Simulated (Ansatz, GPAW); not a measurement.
# A 4-layer slab of Cu(100) in an electric field, part 2 of 2

Wanted: the out-of-plane polarisability of a 4-layer slab of Cu(100).

GPAW 26.7.0 and Ansatz 0.2.0; Ansatz plane waves; slab in vacuum with a dipole correction, relaxation (the session's first sound run).

So far. Step 4 (Field on): The dipole is now -0.0611 e Å, against 4.0e-4 in the run without a field. Step 5 (In a field): The dipole is now -0.0303 e Å, against 4.0e-4 in the run without a field.

## (8) In a field

run.py

```python
import json
import numpy as np
from ase import Atoms
from gpaw import GPAW, PW
from gpaw.external import ConstantElectricField

slab = Atoms(
    ['Cu', 'Cu', 'Cu', 'Cu'],
    positions=[
        [1.27633, 1.27633, 8.00000],
        [0.00000, 0.00000, 9.80500],
        [1.27633, 1.27633, 11.64160],
        [-0.00000, 0.00000, 13.41872]],
    cell=[[2.55266, 0.0, 0.0], [0.0, 2.55266, 0.0], [0.0, 0.0, 21.415]],
    pbc=[True, True, False])

slab.calc = GPAW(mode=PW(400), xc='PBE', kpts={'size': (12, 12, 1), 'gamma': True},
                 occupations={'name': 'fermi-dirac', 'width': 0.1}, nbands='160%',
                 convergence={'density': 1e-05}, maxiter=200,
                 poissonsolver={'dipolelayer': 'xy'},
                 external=ConstantElectricField(0.1, [0, 0, 1]),
                 symmetry={'tolerance': 1e-3}, txt='slab.txt')
result = {}
energy = slab.get_potential_energy()
fermi = slab.calc.get_fermi_level()
v = slab.calc.get_electrostatic_potential().mean((0, 1)) - fermi
n = slab.calc.get_pseudo_density().mean((0, 1))
L = slab.cell[2, 2]
z = np.arange(len(v)) * L / len(v)
low, high = slab.positions[:, 2].min(), slab.positions[:, 2].max()
below, above = np.interp([low - 5.8, high + 5.8], z, v)
slopes = [np.interp(x, z, np.gradient(v, z)) for x in (low - 5.8, high + 5.8)]
eps = np.array([[slab.calc.get_eigenvalues(k, s) for k in range(len(slab.calc.get_ibz_k_points()))]
                for s in range(slab.calc.get_number_of_spins())]) - fermi
top, bottom = eps[eps < 0].max(), eps[eps > 0].min()
dipole = slab.get_dipole_moment()[2]
print(f'energy {energy:.4f} eV, Fermi level {fermi:.4f} eV, dipole {dipole:.5f} e A')
print(f'potential 5.8 A off the faces, from the Fermi level: lower {below:.4f} eV, upper {above:.4f} eV')
print(f'slope of the potential there: lower {slopes[0]:.5f}, upper {slopes[1]:.5f} eV/A')
print(f'nearest levels on the mesh: {top:.4f} and {bottom:.4f} eV')
print('magnetic moment', round(slab.get_magnetic_moment(), 3))
result.update(energy=energy, fermi=fermi, dipole=dipole, below=below, above=above, slopes=slopes, edges=[top, bottom],
              z=z.tolist(), v=v.tolist(), n=n.tolist(), positions=slab.positions.tolist(),
              forces=slab.get_forces(apply_constraint=False).tolist(), moments=slab.get_magnetic_moments().tolist())
json.dump(result, open('result.json', 'w'))
```

Command:

```sh
> OMP_NUM_THREADS=1 OPENBLAS_NUM_THREADS=1 python run.py
```

Run time: 1.9 min. Hardware: 1 thread of Intel Xeon 6975P-C (Granite Rapids), shared host; peak memory 0.31 GiB.

Table of electrostatic potential energy of an electron (without an applied field's), less the Fermi level, planar mean by z:

z (Å), electrostatic potential energy of an electron (without an applied field's), less the Fermi level, planar mean (eV) and a bar from the least value:
```
      0.0        4.6 #############################
      0.5        5.0 ##############################
      1.0        5.0 ##############################
      1.5        5.0 ##############################
      2.0        5.0 ##############################
      2.5        5.0 ##############################
      3.0        5.0 ##############################
      3.5        5.0 ##############################
      4.0        5.0 ##############################
      4.5        5.0 ##############################
      5.0        5.0 ##############################
      5.5        4.9 ##############################
      6.0        4.8 ##############################
      6.5        4.2 #############################
      7.0        2.1 ##########################
      7.5       -5.3 ###############
      8.0      -15.4 
      8.5       -5.8 ##############
      9.0       -1.7 ####################
      9.5      -11.0 #######
     10.0      -13.7 ###
     10.5       -2.7 ###################
     11.0       -3.5 ##################
     11.5      -14.8 #
     12.0       -9.9 ########
     12.5       -2.1 ####################
     13.0       -8.2 ###########
     13.5      -15.7 
     14.0       -4.1 #################
     14.5        1.9 #########################
     15.0        3.5 ############################
     15.5        4.0 ############################
     16.0        4.1 #############################
     16.5        4.1 #############################
     17.0        4.1 #############################
     17.5        4.1 #############################
     18.0        4.1 #############################
     18.5        4.1 #############################
     19.0        4.1 #############################
     19.5        4.1 #############################
     20.0        4.1 #############################
     20.5        4.1 #############################
     21.0        4.1 #############################
```

The dipole is now 0.0311 e Å, against 4.0e-4 in the run without a field.

## (9) Field on

run.py, as its differences from that of step 8:

```diff
@@ -20,3 +20,3 @@
                  poissonsolver={'dipolelayer': 'xy'},
-                 external=ConstantElectricField(0.1, [0, 0, 1]),
+                 external=ConstantElectricField(0.2, [0, 0, 1]),
                  symmetry={'tolerance': 1e-3}, txt='slab.txt')
```

Elapsed: 1.7 min, on 1 thread; peak memory 0.31 GiB.

The dipole is now 0.0619 e Å, against 4.0e-4 in the run without a field.

## (10) In a field

run.py, as its differences from that of step 9:

```diff
@@ -20,3 +20,3 @@
                  poissonsolver={'dipolelayer': 'xy'},
-                 external=ConstantElectricField(0.2, [0, 0, 1]),
+                 external=ConstantElectricField(0.3, [0, 0, 1]),
                  symmetry={'tolerance': 1e-3}, txt='slab.txt')
```

Run time: 2.1 min. Hardware: 1 thread; peak memory 0.31 GiB.

The electrostatic potential energy of an electron (without an applied field's), less the Fermi level, planar mean oscillates, so the rows of the table below give means over windows of 1.82 Å about each position, cut where the curve ends. Its maxima inside the range that stand out by 2 % of the span (Å: eV): 0.7: 5.86, 8.9: -1.01, 10.7: -1.37, 12.5: -2.35. Its minima: 8.0: -15.0, 9.9: -15.7, 11.7: -16.4, 13.4: -16.6.

Electrostatic potential energy of an electron (without an applied field's), less the Fermi level, planar mean against z; means over each step:

```csv
z (Å),"electrostatic potential energy of an electron (without an applied field's), less the Fermi level, planar mean (eV)"
0.91,5.73
2.73,5.86
4.55,5.84
6.37,4.52
8.19,-6.99
10.01,-7.76
11.83,-8.44
13.65,-7.96
15.47,2.90
17.29,3.28
19.11,3.29
20.93,3.38
```

The dipole is now 0.0927 e Å, against 4.0e-4 in the run without a field.

## (11) The series

The members are put on one axis.

This step: induced dipole against applied field (GPAW 26.7.0).

Table of dipole along the normal by field:

| field (V/Å) | dipole along the normal (e·Å) |
| --- | --- |
| -0.200 | -0.0611 |
| -0.100 | -0.0303 |
| -0.050 | -0.0150 |
| 0.000 | 4.0e-4 |
| 0.050 | 0.0158 |
| 0.100 | 0.0311 |
| 0.200 | 0.0619 |
| 0.300 | 0.0927 |

## (12) A changed run

One more run, with changed settings.

This step: GPAW, PAW setups; slab in vacuum (GPAW 26.7.0).

run.py, as its differences from that of step 10:

```diff
@@ -4,3 +4,2 @@
 from gpaw import GPAW, PW
-from gpaw.external import ConstantElectricField
 
@@ -18,5 +17,4 @@
                  occupations={'name': 'fermi-dirac', 'width': 0.1}, nbands='160%',
-                 convergence={'density': 1e-05}, maxiter=200,
+                 convergence={'density': 1e-05}, maxiter=50,
                  poissonsolver={'dipolelayer': 'xy'},
-                 external=ConstantElectricField(0.3, [0, 0, 1]),
                  symmetry={'tolerance': 1e-3}, txt='slab.txt')
@@ -30,4 +28,4 @@
 low, high = slab.positions[:, 2].min(), slab.positions[:, 2].max()
-below, above = np.interp([low - 5.8, high + 5.8], z, v)
-slopes = [np.interp(x, z, np.gradient(v, z)) for x in (low - 5.8, high + 5.8)]
+below, above = np.interp([low - 1.0, high + 1.0], z, v)
+slopes = [np.interp(x, z, np.gradient(v, z)) for x in (low - 1.0, high + 1.0)]
 eps = np.array([[slab.calc.get_eigenvalues(k, s) for k in range(len(slab.calc.get_ibz_k_points()))]
@@ -37,3 +35,3 @@
 print(f'energy {energy:.4f} eV, Fermi level {fermi:.4f} eV, dipole {dipole:.5f} e A')
-print(f'potential 5.8 A off the faces, from the Fermi level: lower {below:.4f} eV, upper {above:.4f} eV')
+print(f'potential 1.0 A off the faces, from the Fermi level: lower {below:.4f} eV, upper {above:.4f} eV')
 print(f'slope of the potential there: lower {slopes[0]:.5f}, upper {slopes[1]:.5f} eV/A')
```

Wall time 29 s (1 thread); peak memory 0.2 GiB.

The run finished. A setting was moved off its sound value on purpose, so it serves as a test and not as the result.

The fault put into the input: the potential probed 1 A off the face (probe = 1.0).

## (13) What came out

- work function, upper and lower face: 4.557 and 4.569 eV
- dipole along the normal: 4.0e-4 e Å
- induced dipole per field: 0.308 e Å per V/Å
- out-of-plane polarisability per area, α/(ε0 A): 8.54 Å

What this shows: The field induces 0.308 e Å per V/Å, a polarisable thickness α/(ε0 A) of 8.54 Å beside 5.42 Å between the outermost nuclei. A perfect conductor would give the distance between its two image planes; a dielectric of thickness t gives t(1 - 1/ε). The induced dipole is linear in the field over this range. The small printed dipole stands for a step of -11 meV from the lower to the upper face, and the probes find -11 meV; values this small are near the numerical noise of both. The slab is only 5.4 Å thick between its outer nuclei, so the values belong to this film more than to the surface of the bulk metal. The in-plane lattice was kept as typed, which isn't the functional's own and leaves some strain; spin-orbit coupling and temperature are left out.

[Logs are printed without paths, hosts, clocks, repeated set-up lines and the standing remarks that a program may print on its own settings, such as how far it seeks lower states.]

[Hosts, paths, dates, database ids (printed as entryN), source tags and the programs' standing remarks are cut or masked in the printed files.]
